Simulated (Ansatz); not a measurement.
# Cs on Ni(100): change of the work function

How does Cs on the hollow site change the work function of Ni(100) as the layer fills?

Program: Ansatz 0.2.0. Level of theory: plane-wave DFT, PBE, Ansatz PAW. Results are calculated unless marked as measured.

### 1. Set-up

The cell holds 4 atoms: 4 Ni. Its edges and angles: a = 2.489 Å, b = 2.489 Å, c = 23.280 Å, α = 90.0°, β = 90.0°, γ = 90.0°. Vacuum lies along c.

### 2. The clean slab

The bare slab comes first, as the zero from which every change is counted. The two lowest layers are held at bulk places and the upper ones relax. The dipole correction removes the false field that a one-sided slab makes across the periodic vacuum, so each face gets a flat vacuum level of its own.

Contents of input.yaml:

```yaml
crystal:
  lattice:
    - [2.4890158698, 0.0, 0.0]
    - [0.0, 2.4890158698, 0.0]
    - [0.0, 0.0, 23.28]
  atoms:
    - { symbol: Ni, position: [0.5, 0.5, 0.3865979381], spin: 0.7 }
    - { symbol: Ni, position: [0.0, 0.0, 0.4621993127], spin: 0.7 }
    - { symbol: Ni, position: [0.5, 0.5, 0.5378006873], spin: 0.7 }
    - { symbol: Ni, position: [0.0, 0.0, 0.6134020619], spin: 0.7 }
magnetization:
  spin_polarized: true
kpoints:
  mp_grid: { grid: [12, 12, 1] }
hamiltonian:
  xc: pbe
scf:
  occupations: { method: fermi_dirac, width: 0.1 }
  convergence: { dr2_threshold: 1.0e-08 }
efield:
  axis: 3
  dipole_correction: true
  ramp_position: 0.97
  ramp_width: 0.06
relax:
  f_tol: 0.02
  max_steps: 60
  constraints: [{ sites: [0, 1] }]
output:
  write_potential: true
  write_density: true
  volumetric_format: npy
```

Started as:

```console
> ansatz run input.yaml --threads 4 --pin off --max-ram 16384MiB --backend cpu --events-out ev --progress --plain --runs-dir out
```

Numbers of over 12 decimals in the logs are rounded to 6 here.

The log of the run:

```text
Engine: ansatz 0.2.0, aarch64-unknown-linux-gnu
Pseudopotentials: kind: paw
Pseudopotential: Ni, paw, valence charge 18, recommended cutoff 420 eV (normal), Ni.paw.azcp
Functional definition: PBE
  parameter kappa = 0.804
  parameter beta = 0.066725
  exchange = pbe_x(kappa = kappa, mu = beta*pi^2/3)
  correlation = pbe_c(beta = beta)
Crystal: 4 atoms, lattice volume = 144.224 Å³
Basis set: ecut = 420 eV, 2797 PW (Γ), exchange–correlation on 36×36×320 points (8 copies of the dense FFT grid, shifted against one another)
Bands: 45, of which v1, the nominal top of the filled ones, is band 36 counted from 1 (35 counted from 0)
Symmetry: 8 space group operations
k-points: 28 of 144
Non-local potential: Ni, projectors of the file, l = 0: 3, l = 1: 2, l = 2: 3, l = 3: 1
PAW form: soft (Blöchl's): semilocal exchange-correlation on the pseudo side does not see the compensation charge
PAW one-centre angular grid: Ni, 590 points (default); XC on 64 Gauss nodes
Initial density: superposition of atomic densities (neutral atoms: chi_scale 0, normalization atom)
Starting moments: Σ|m| = 2.8 μB on 4 of 4 sites
Initial wavefunctions: pseudopotential atomic-orbital guess
Functional: x = pbe(κ = 0.804, μ = 0.219515), c = pbe(β = 0.066725)
SCF iter   1: F=—  HF=-23353.273584 eV  |F-HF|=—  |Δ(HF+E_count)|=         —  Δρ=2.27e-2 (↑1.48e-2 ↓2.27e-2)  dr2=3.71e0  dr2_m=2.44e-1  M=2.982 μB ∫|m|=3.119 μB  β_m=1.00  ethr=3.10e-3  p=-0.000 e·Å  D=-6.64e-14 V/Å  ΔV_dip=0.00 eV  dr2_dipole=1.59e-8  V_vac-E_F(+/−)=7.12/7.12 eV  ⟨swp⟩=12.1  Hψ=13190  notcnv=0  defer=20
Mixer restart at iter 1: flushing history
efield: sawtooth ramp at fractional position 0.9700 (set: `efield.ramp_position`, or a place that a band, a saddle search or an elastic batch's reference lends), width 0.0600; the density the first Hamiltonian is built on has a dipole p = -0.000 e·Å; the dipole correction subtracts the counter field D = -6.64e-14 V/Å, which shifts the + side's vacuum level by +0.00 eV against the − side's; the planar-averaged density in the ramp window peaks in size at 2.1e-5 e/Å³
preconditioner: auto → LDOS  [metal: Δε(μ)=0.011 eV  Ē_g=6.947 eV  σ=0.100 eV  W_gap=0.03  n_scr=18 (ndim 8)  ℏωp=19.6 eV  f_vac=0.627  D(μ)=8.52/eV (n_scr^D=84)]
spin=Collinear: LDOS preconditioning applied to the charge; magnetization (m = ρ↑ − ρ↓) channel mixes plain (no charge-response kernel on spin).
SCF iter   2: F=—  HF=-23353.965802 eV  |F-HF|=—  |Δ(HF+E_count)|=   6.92e-1  Δρ=1.21e-2 (↑1.21e-2 ↓9.33e-3)  dr2=7.32e-1  dr2_m=5.55e-3  M=2.942 μB ∫|m|=3.205 μB  β_m=0.33  ethr=3.10e-3  p=-0.000 e·Å  D=-5.03e-4 V/Å  ΔV_dip=0.01 eV  dr2_dipole=3.44e-4  V_vac-E_F(+/−)=6.25/6.24 eV  ⟨swp⟩=2.6  Hψ=4391  notcnv=0  defer=71
density mixer auto → msr1: a metal under ldos (density of states about μ 3.98 of a free-electron gas's, 18 screened modes)
SCF iter   3: F=—  HF=-23355.551918 eV  |F-HF|=—  |Δ(HF+E_count)|=    1.59e0  Δρ=4.88e-3 (↑4.88e-3 ↓4.71e-3)  dr2=1.34e-1  dr2_m=2.77e-3  M=2.939 μB ∫|m|=3.247 μB  β_m=0.46  ethr=1.02e-3  p=0.000 e·Å  D=3.79e-5 V/Å  ΔV_dip=-0.00 eV  dr2_dipole=3.40e-4  V_vac-E_F(+/−)=5.73/5.73 eV  ⟨swp⟩=3.0  Hψ=4152  notcnv=0  defer=71
SCF iter   4: F=—  HF=-23356.854318 eV  |F-HF|=—  |Δ(HF+E_count)|=         —  Δρ=5.23e-3 (↑4.55e-3 ↓5.23e-3)  dr2=8.94e-2  dr2_m=2.31e-3  M=2.908 μB ∫|m|=3.268 μB  β_m=0.46  ethr=1.86e-4  p=0.000 e·Å  D=3.25e-4 V/Å  ΔV_dip=-0.01 eV  dr2_dipole=2.72e-4  V_vac-E_F(+/−)=5.25/5.26 eV  ⟨swp⟩=3.1  Hψ=4802  notcnv=0  defer=73
SCF iter   5: F=—  HF=-23357.159715 eV  |F-HF|=—  |Δ(HF+E_count)|=   3.05e-1  Δρ=4.07e-3 (↑1.37e-3 ↓4.07e-3)  dr2=2.79e-2  dr2_m=4.11e-3  M=2.834 μB ∫|m|=3.203 μB  β_m=0.73  ethr=1.24e-4  p=0.000 e·Å  D=4.54e-4 V/Å  ΔV_dip=-0.01 eV  dr2_dipole=8.32e-6  V_vac-E_F(+/−)=5.09/5.10 eV  ⟨swp⟩=2.2  Hψ=4058  notcnv=0  defer=82
SCF iter   6: F=—  HF=-23357.242206 eV  |F-HF|=—  |Δ(HF+E_count)|=   8.25e-2  Δρ=3.24e-3 (↑1.11e-3 ↓3.24e-3)  dr2=1.63e-2  dr2_m=1.92e-3  M=2.757 μB ∫|m|=3.129 μB  β_m=0.87  ethr=3.88e-5  p=0.000 e·Å  D=5.28e-6 V/Å  ΔV_dip=-0.00 eV  dr2_dipole=5.76e-6  V_vac-E_F(+/−)=4.96/4.96 eV  ⟨swp⟩=2.1  Hψ=4145  notcnv=0  defer=90
SCF iter   7: F=—  HF=-23357.242451 eV  |F-HF|=—  |Δ(HF+E_count)|=   2.45e-4  Δρ=1.82e-3 (↑1.56e-3 ↓1.82e-3)  dr2=9.87e-3  dr2_m=8.37e-5  M=2.755 μB ∫|m|=3.127 μB  β_m=0.66  ethr=2.26e-5  p=0.000 e·Å  D=3.27e-4 V/Å  ΔV_dip=-0.01 eV  dr2_dipole=7.54e-5  V_vac-E_F(+/−)=4.88/4.89 eV  ⟨swp⟩=2.4  Hψ=4725  notcnv=0  defer=98
SCF iter   8: F=—  HF=-23357.240247 eV  |F-HF|=—  |Δ(HF+E_count)|=   2.20e-3  Δρ=2.55e-4 (↑1.49e-4 ↓2.55e-4)  dr2=1.70e-4  dr2_m=2.56e-5  M=2.755 μB ∫|m|=3.126 μB  β_m=0.74  ethr=1.37e-5  p=-0.000 e·Å  D=-1.23e-5 V/Å  ΔV_dip=0.00 eV  dr2_dipole=2.02e-6  V_vac-E_F(+/−)=4.91/4.91 eV  ⟨swp⟩=2.0  Hψ=3863  notcnv=0  defer=95
SCF iter   9: F=—  HF=-23357.240285 eV  |F-HF|=—  |Δ(HF+E_count)|=   3.76e-5  Δρ=2.28e-4 (↑1.75e-4 ↓2.28e-4)  dr2=8.95e-5  dr2_m=2.42e-5  M=2.752 μB ∫|m|=3.123 μB  β_m=0.72  ethr=2.35e-7  p=0.000 e·Å  D=1.30e-4 V/Å  ΔV_dip=-0.00 eV  dr2_dipole=5.69e-6  V_vac-E_F(+/−)=4.89/4.89 eV  ⟨swp⟩=3.1  Hψ=5271  notcnv=0  defer=95
SCF iter  10: F=—  HF=-23357.240274 eV  |F-HF|=—  |Δ(HF+E_count)|=   1.09e-5  Δρ=1.36e-4 (↑1.03e-4 ↓1.36e-4)  dr2=4.25e-5  dr2_m=4.06e-6  M=2.751 μB ∫|m|=3.123 μB  β_m=0.67  ethr=1.24e-7  p=-0.000 e·Å  D=-5.54e-5 V/Å  ΔV_dip=0.00 eV  dr2_dipole=1.87e-7  V_vac-E_F(+/−)=4.88/4.88 eV  ⟨swp⟩=2.4  Hψ=4528  notcnv=0  defer=95
SCF iter  11: F=—  HF=-23357.240265 eV  |F-HF|=—  |Δ(HF+E_count)|=   9.06e-6  Δρ=4.36e-5 (↑3.22e-5 ↓4.36e-5)  dr2=6.02e-6  dr2_m=2.16e-7  M=2.751 μB ∫|m|=3.123 μB  β_m=0.74  ethr=5.90e-8  p=-0.000 e·Å  D=-1.22e-5 V/Å  ΔV_dip=0.00 eV  dr2_dipole=2.13e-7  V_vac-E_F(+/−)=4.88/4.88 eV  ⟨swp⟩=2.1  Hψ=3389  notcnv=0  defer=95
SCF iter  12: F=—  HF=-23357.240265 eV  |F-HF|=—  |Δ(HF+E_count)|=   8.11e-7  Δρ=7.83e-6 (↑5.13e-6 ↓7.83e-6)  dr2=2.13e-7  dr2_m=3.28e-8  M=2.751 μB ∫|m|=3.123 μB  β_m=0.71  ethr=8.36e-9  p=-0.000 e·Å  D=-6.07e-7 V/Å  ΔV_dip=0.00 eV  dr2_dipole=4.93e-9  V_vac-E_F(+/−)=4.88/4.88 eV  ⟨swp⟩=2.5  Hψ=4576  notcnv=0  defer=95
SCF iter  13: F=—  HF=-23357.240266 eV  |F-HF|=—  |Δ(HF+E_count)|=   2.53e-7  Δρ=4.72e-6 (↑3.25e-6 ↓4.72e-6)  dr2=1.06e-8  dr2_m=1.72e-8  M=2.751 μB ∫|m|=3.123 μB  β_m=0.85  ethr=2.96e-10  p=-0.000 e·Å  D=-1.92e-7 V/Å  ΔV_dip=0.00 eV  dr2_dipole=6.69e-11  V_vac-E_F(+/−)=4.88/4.88 eV  ⟨swp⟩=2.6  Hψ=4081  notcnv=0  defer=95
[...]
spin=Collinear: LDOS preconditioning applied to the charge; magnetization (m = ρ↑ − ρ↓) channel mixes plain (no charge-response kernel on spin).
SCF iter   2: F=—  HF=-23357.251606 eV  |F-HF|=—  |Δ(HF+E_count)|=   2.08e-3  Δρ=4.93e-4 (↑4.93e-4 ↓4.31e-4)  dr2=2.42e-3  dr2_m=1.26e-5  M=2.753 μB ∫|m|=3.125 μB  β_m=0.33  ethr=1.74e-5  p=0.001 e·Å  D=8.92e-4 V/Å  ΔV_dip=-0.02 eV  dr2_dipole=6.01e-4  V_vac-E_F(+/−)=4.85/4.87 eV  ⟨swp⟩=2.0  Hψ=4020  notcnv=0  defer=97
density mixer auto → msr1: a metal under ldos (density of states about μ 3.61 of a free-electron gas's, 18 screened modes)
SCF iter   3: F=—  HF=-23357.251435 eV  |F-HF|=—  |Δ(HF+E_count)|=   1.70e-4  Δρ=4.88e-4 (↑4.88e-4 ↓2.49e-4)  dr2=7.45e-4  dr2_m=9.23e-5  M=2.753 μB ∫|m|=3.125 μB  β_m=0.45  ethr=3.36e-6  p=0.001 e·Å  D=1.05e-3 V/Å  ΔV_dip=-0.02 eV  dr2_dipole=1.32e-4  V_vac-E_F(+/−)=4.85/4.87 eV  ⟨swp⟩=1.7  Hψ=2899  notcnv=0  defer=97
SCF iter   4: F=—  HF=-23357.251505 eV  |F-HF|=—  |Δ(HF+E_count)|=   7.03e-5  Δρ=2.40e-4 (↑2.32e-4 ↓2.40e-4)  dr2=9.17e-5  dr2_m=6.34e-5  M=2.751 μB ∫|m|=3.123 μB  β_m=0.53  ethr=1.03e-6  p=0.000 e·Å  D=5.67e-4 V/Å  ΔV_dip=-0.01 eV  dr2_dipole=1.16e-5  V_vac-E_F(+/−)=4.86/4.88 eV  ⟨swp⟩=1.7  Hψ=3009  notcnv=0  defer=97
SCF iter   5: F=—  HF=-23357.251553 eV  |F-HF|=—  |Δ(HF+E_count)|=   4.73e-5  Δρ=1.13e-4 (↑1.13e-4 ↓1.13e-4)  dr2=1.01e-5  dr2_m=1.59e-5  M=2.750 μB ∫|m|=3.121 μB  β_m=0.77  ethr=1.27e-7  p=0.000 e·Å  D=2.75e-4 V/Å  ΔV_dip=-0.01 eV  dr2_dipole=3.83e-6  V_vac-E_F(+/−)=4.88/4.88 eV  ⟨swp⟩=2.0  Hψ=4028  notcnv=0  defer=97
SCF iter   6: F=—  HF=-23357.251569 eV  |F-HF|=—  |Δ(HF+E_count)|=   1.68e-5  Δρ=7.85e-5 (↑5.67e-5 ↓7.85e-5)  dr2=3.06e-5  dr2_m=6.48e-7  M=2.749 μB ∫|m|=3.121 μB  β_m=0.66  ethr=1.40e-8  p=0.000 e·Å  D=1.79e-5 V/Å  ΔV_dip=-0.00 eV  dr2_dipole=5.26e-6  V_vac-E_F(+/−)=4.88/4.88 eV  ⟨swp⟩=2.9  Hψ=5168  notcnv=0  defer=97
SCF iter   7: F=—  HF=-23357.251567 eV  |F-HF|=—  |Δ(HF+E_count)|=   2.72e-6  Δρ=2.43e-5 (↑2.43e-5 ↓2.06e-5)  dr2=3.46e-6  dr2_m=1.90e-7  M=2.749 μB ∫|m|=3.120 μB  β_m=0.58  ethr=1.40e-8  p=0.000 e·Å  D=3.63e-5 V/Å  ΔV_dip=-0.00 eV  dr2_dipole=8.58e-7  V_vac-E_F(+/−)=4.88/4.88 eV  ⟨swp⟩=2.1  Hψ=4407  notcnv=0  defer=97
SCF iter   8: F=—  HF=-23357.251567 eV  |F-HF|=—  |Δ(HF+E_count)|=   1.71e-7  Δρ=1.64e-5 (↑7.45e-6 ↓1.64e-5)  dr2=4.31e-7  dr2_m=7.83e-8  M=2.749 μB ∫|m|=3.120 μB  β_m=0.56  ethr=4.80e-9  p=0.000 e·Å  D=4.07e-5 V/Å  ΔV_dip=-0.00 eV  dr2_dipole=1.86e-8  V_vac-E_F(+/−)=4.88/4.88 eV  ⟨swp⟩=2.3  Hψ=3810  notcnv=0  defer=97
SCF iter   9: F=—  HF=-23357.251567 eV  |F-HF|=—  |Δ(HF+E_count)|=   2.09e-7  Δρ=6.24e-6 (↑6.24e-6 ↓6.00e-6)  dr2=8.28e-8  dr2_m=2.06e-8  M=2.748 μB ∫|m|=3.120 μB  β_m=0.54  ethr=5.99e-10  p=0.000 e·Å  D=3.78e-5 V/Å  ΔV_dip=-0.00 eV  dr2_dipole=2.72e-9  V_vac-E_F(+/−)=4.88/4.88 eV  ⟨swp⟩=2.8  Hψ=4699  notcnv=0  defer=97
SCF iter  10: F=—  HF=-23357.251567 eV  |F-HF|=—  |Δ(HF+E_count)|=   6.34e-9  Δρ=4.09e-6 (↑1.47e-6 ↓4.09e-6)  dr2=1.12e-8  dr2_m=8.04e-9  M=2.748 μB ∫|m|=3.120 μB  β_m=0.58  ethr=1.15e-10  p=0.000 e·Å  D=4.37e-5 V/Å  ΔV_dip=-0.00 eV  dr2_dipole=1.51e-10  V_vac-E_F(+/−)=4.88/4.88 eV  ⟨swp⟩=2.6  Hψ=4378  notcnv=0  defer=97
SCF iter  11: F=—  HF=-23357.251567 eV  |F-HF|=—  |Δ(HF+E_count)|=   2.99e-8  Δρ=1.39e-6 (↑1.36e-6 ↓1.39e-6)  dr2=4.68e-9  dr2_m=1.47e-9  M=2.748 μB ∫|m|=3.120 μB  β_m=0.55  ethr=1.56e-11  p=0.000 e·Å  D=4.29e-5 V/Å  ΔV_dip=-0.00 eV  dr2_dipole=9.23e-10  V_vac-E_F(+/−)=4.88/4.88 eV  ⟨swp⟩=2.4  Hψ=4299  notcnv=0  defer=97
SCF iter  12: F=-23357.251567 eV  HF=-23357.251567 eV  |F-HF|=5.46e-10  |Δ(HF+E_count)|=  4.22e-10  Δρ=7.51e-7 (↑2.52e-7 ↓7.51e-7)  dr2=3.17e-9  dr2_m=1.71e-10  M=2.748 μB ∫|m|=3.120 μB  ethr=6.50e-12  p=0.000 e·Å  D=4.46e-5 V/Å  ΔV_dip=-0.00 eV  dr2_dipole=5.60e-10  V_vac-E_F(+/−)=4.88/4.88 eV  ⟨swp⟩=6.8  Hψ=16903  notcnv=0
SCF 3 converged in 12 iterations: F = -23357.251567 eV  dr2 = 3.17e-9
  greatest PAW one-centre occupation: 1.001 electrons in one spin orbital (limit 2), on the Ni atom at site 3 (counted from 0), in its partial waves of l = 1
relax step   3: F+E_penalty+E_count = -23357.25156682 eV  Δ(F+E_penalty+E_count) = -4.782e-3 eV  max|allowed force component| = 1.641e-2 eV/Å  Δτ_max = 0.0268 Å  (12 SCF iters, accepted)
NSCF: frozen V_eff on 28 k-points
the band table was solved once a step of the walk had ended and its energy, with any forces and stress, was formed, with the checks that follow a solve (14613 applications of the Hamiltonian). They found nothing against the state; the energy, forces and stress were not computed again (output.eigenvalues in the input reference)
WARN: The output density's exchange-correlation potential varies sharply where the density is thin. Do not read a vacuum level from v_tot or v_xc, or from such a field of the output density. On a cell that repeats whose density bears no net charge and no dipole along the vacuum's axis use v_es (v_loc + v_h of the components); under efield.dipole_correction with no amplitude use v_es + v_field, which holds any externa [...]
SCF converged after 12 iterations
Magnetization: 2.7484 μB (37.3742 up, 34.6258 down)
Absolute magnetization: 3.1226 μB (∫|ρ↑−ρ↓|, with the PAW one-centre terms)
Spin contamination: 0.0390 ħ² per cell (⟨S²⟩ above its minimum at these occupations)
Per-site moments (μB) at R_I (Å): [(0.762882, 1.026719), (0.693008, 1.026719), (0.696430, 1.007501), (0.757957, 1.007501)]
Free energy (F): -23357.251567 eV
Harris-Foulkes:  -23357.251567 eV  (|F-HF|=5.46e-10)
Internal energy: -23357.011351 eV  (E = F + TS)
E sigma→0 (E₀):  -23357.131459 eV
Entropy (-TS):   -0.240216 eV (-60.054 meV/atom)
Fermi energy:    2.140071 eV
Dipole field:    D = 0.000007 V/Å  (p = 0.000006 e·Å, saw-weighted, corrected)
Work function:   Φ+ = 4.8828 eV   Φ− = 4.8830 eV
Levels:          The Fermi level and band energies are counted from a zero that moves with the ramp; work functions are not
--- Per-component energies (eV) ---
  E_band       = -2276.906321
  E_kinetic    = 1125.839521
  E_local      = -160320.726058  (includes V_loc(G=0)·N_el)
  E_nonlocal   = 2550.732742
  E_hartree    = 78456.156364
  E_xc         = -335.347096
  E_vxc        = -432.080370  (∫ρ·V_xc dr)
  E_paw        = -6525.524441  (= ΣΔE_a)
  E_vpaw       = -2112.983663  (= ΣTr[D̂ρ^β])
  E_aug_tail   = 0.002110  (compensation charges beyond the density's cutoff)
  E_efield     = 0.000000  (sawtooth field / dipole correction)
  E_vefield    = 0.000003  (∫n·V_field dr)
  E_ewald      = 61691.855507
  E_smearing   = -0.240216  (= −TS)
  E_closure    = 0.000000  (closes the sum)
  Σ components = -23357.251567   (vs F -23357.251567, Δ=0.00e0)
--- Forces (eV/Å), atoms counted from 1 ---
  atom   1  Ni    -0.00000000     0.00000000     0.33191270
  atom   2  Ni    -0.00000000     0.00000000    -0.32933477
  atom   3  Ni    -0.00000000     0.00000000    -0.01641471
  atom   4  Ni     0.00000000     0.00000000     0.01384867
  max |Σ_I F_I| component: 1.19e-5 eV/Å
--- Band table (eV; the first three rows and the last of 56) ---
  k-point 0 ↑: bands = [... 32 lower, 1.1728, 1.2119, 1.2119, 1.4613, 1.5649, 1.5845, 1.5845, 2.2601, ... 5 higher]
  k-point 1 ↑: bands = [... 32 lower, 0.9720, 1.0134, 1.3137, 1.3535, 1.3948, 1.5289, 1.6083, 2.6289, ... 5 higher]
  k-point 2 ↑: bands = [... 32 lower, 0.8601, 0.8667, 1.2735, 1.3092, 1.4367, 1.5181, 1.6057, 3.3597, ... 5 higher]
  k-point 27 ↓: bands = [... 32 lower, 2.4956, 2.5557, 2.7827, 2.8183, 5.6265, 5.6265, 8.0826, 8.0826, ... 5 higher]
--- Relaxed structure (3 steps of the walk, 3 accepted, 0 SCFs on fresh bases) ---
  F+E_penalty+E_count = -23357.25156682 eV   max|allowed force component| = 1.641e-2 eV/Å
  atoms:
    - { symbol: Ni, position: [0.5, 0.5, 0.386598] }
    - { symbol: Ni, position: [0.0, 0.0, 0.4621993127] }
    - { symbol: Ni, position: [0.5, 0.5, 0.538752] }
    - { symbol: Ni, position: [0, 0.0, 0.611496] }
```

Wall time 46 s (4 threads of Arm Neoverse V1, shared host); peak memory 0.6 GiB; 3 min of CPU time.

Relaxation path:

| step | energy less that of the first step (eV) | largest force component (eV/Å) |
| --- | --- | --- |
| 1 | 0.0000 | 0.3940 |
| 2 | -0.0065 | 0.2673 |
| 3 | -0.0113 | 0.0164 |

Forces are held to the 8 operations that the run works with; a distortion that breaks them can't arise in this run.

The atoms that moved most (Å):

| atom | dx | dy | dz | length |
| --- | --- | --- | --- | --- |
| Ni4 | 0.000 | 0.000 | -0.044 | 0.044 |
| Ni3 | 0.000 | 0.000 | 0.022 | 0.022 |

Final coordinates:

```xyz
4
Lattice="2.4890 0.0000 0.0000 0.0000 2.4890 0.0000 0.0000 0.0000 23.2800" Properties=species:S:1:pos:R:3
Ni    1.2445    1.2445    9.0000
Ni    0.0000    0.0000   10.7600
Ni    1.2445    1.2445   12.5421
Ni    0.0000    0.0000   14.2356
```

This step gave:

```yaml
energy_at_zero_smearing: -23357.1315 eV
total_moment: 2.748 μB
site_moments: 0.7629, 0.6930, 0.6964, 0.7580 μB
work_function_upper_face: 4.883 eV
dipole_along_the_normal: 5.64e-6 e·Å
```

Running mean over 1.76 Å of the planar mean; the ramp of the sawtooth is left out. Table of electron's electrostatic potential energy less the Fermi level by z:

```csv
z (Å),electron's electrostatic potential energy less the Fermi level (eV)
3.0,4.88
3.5,4.88
4.0,4.88
4.5,4.88
5.0,4.88
5.5,4.87
6.0,4.84
6.5,4.74
7.0,4.38
7.5,2.92
8.0,-1.70
8.5,-7.37
9.0,-9.86
9.5,-10.2
10.0,-10.3
10.5,-10.3
11.0,-10.3
11.5,-10.1
12.0,-10.2
12.5,-10.4
13.0,-10.9
13.5,-11.0
14.0,-10.5
14.5,-9.08
15.0,-4.60
15.5,1.15
16.0,3.97
16.5,4.63
17.0,4.81
17.5,4.86
18.0,4.88
18.5,4.88
19.0,4.88
19.5,4.88
20.0,4.88
```

Site moment by atom:

| atom | site moment (μB) |
| --- | --- |
| Ni1 | 0.763 |
| Ni2 | 0.693 |
| Ni3 | 0.696 |
| Ni4 | 0.758 |

The relaxation took 3 steps and lowered the energy by 0.011 eV; the largest force on the free atoms ends at 0.016 eV/Å.

The work function of the upper face is 4.88 eV.

(Part 1 of 4 ends here.)

[Logs are printed without paths, hosts, clocks, repeated set-up lines and the standing remarks that a program may print on its own settings, such as how far it seeks lower states.]

[Hosts, paths, dates, database ids (printed as entryN), source tags and the programs' standing remarks are cut or masked in the printed files.]

[Maps of the electrostatic potential energy from Ansatz leave out the sawtooth potential of an applied field or a dipole correction, so their vacuum need not be flat; planar profiles and work functions include it.]
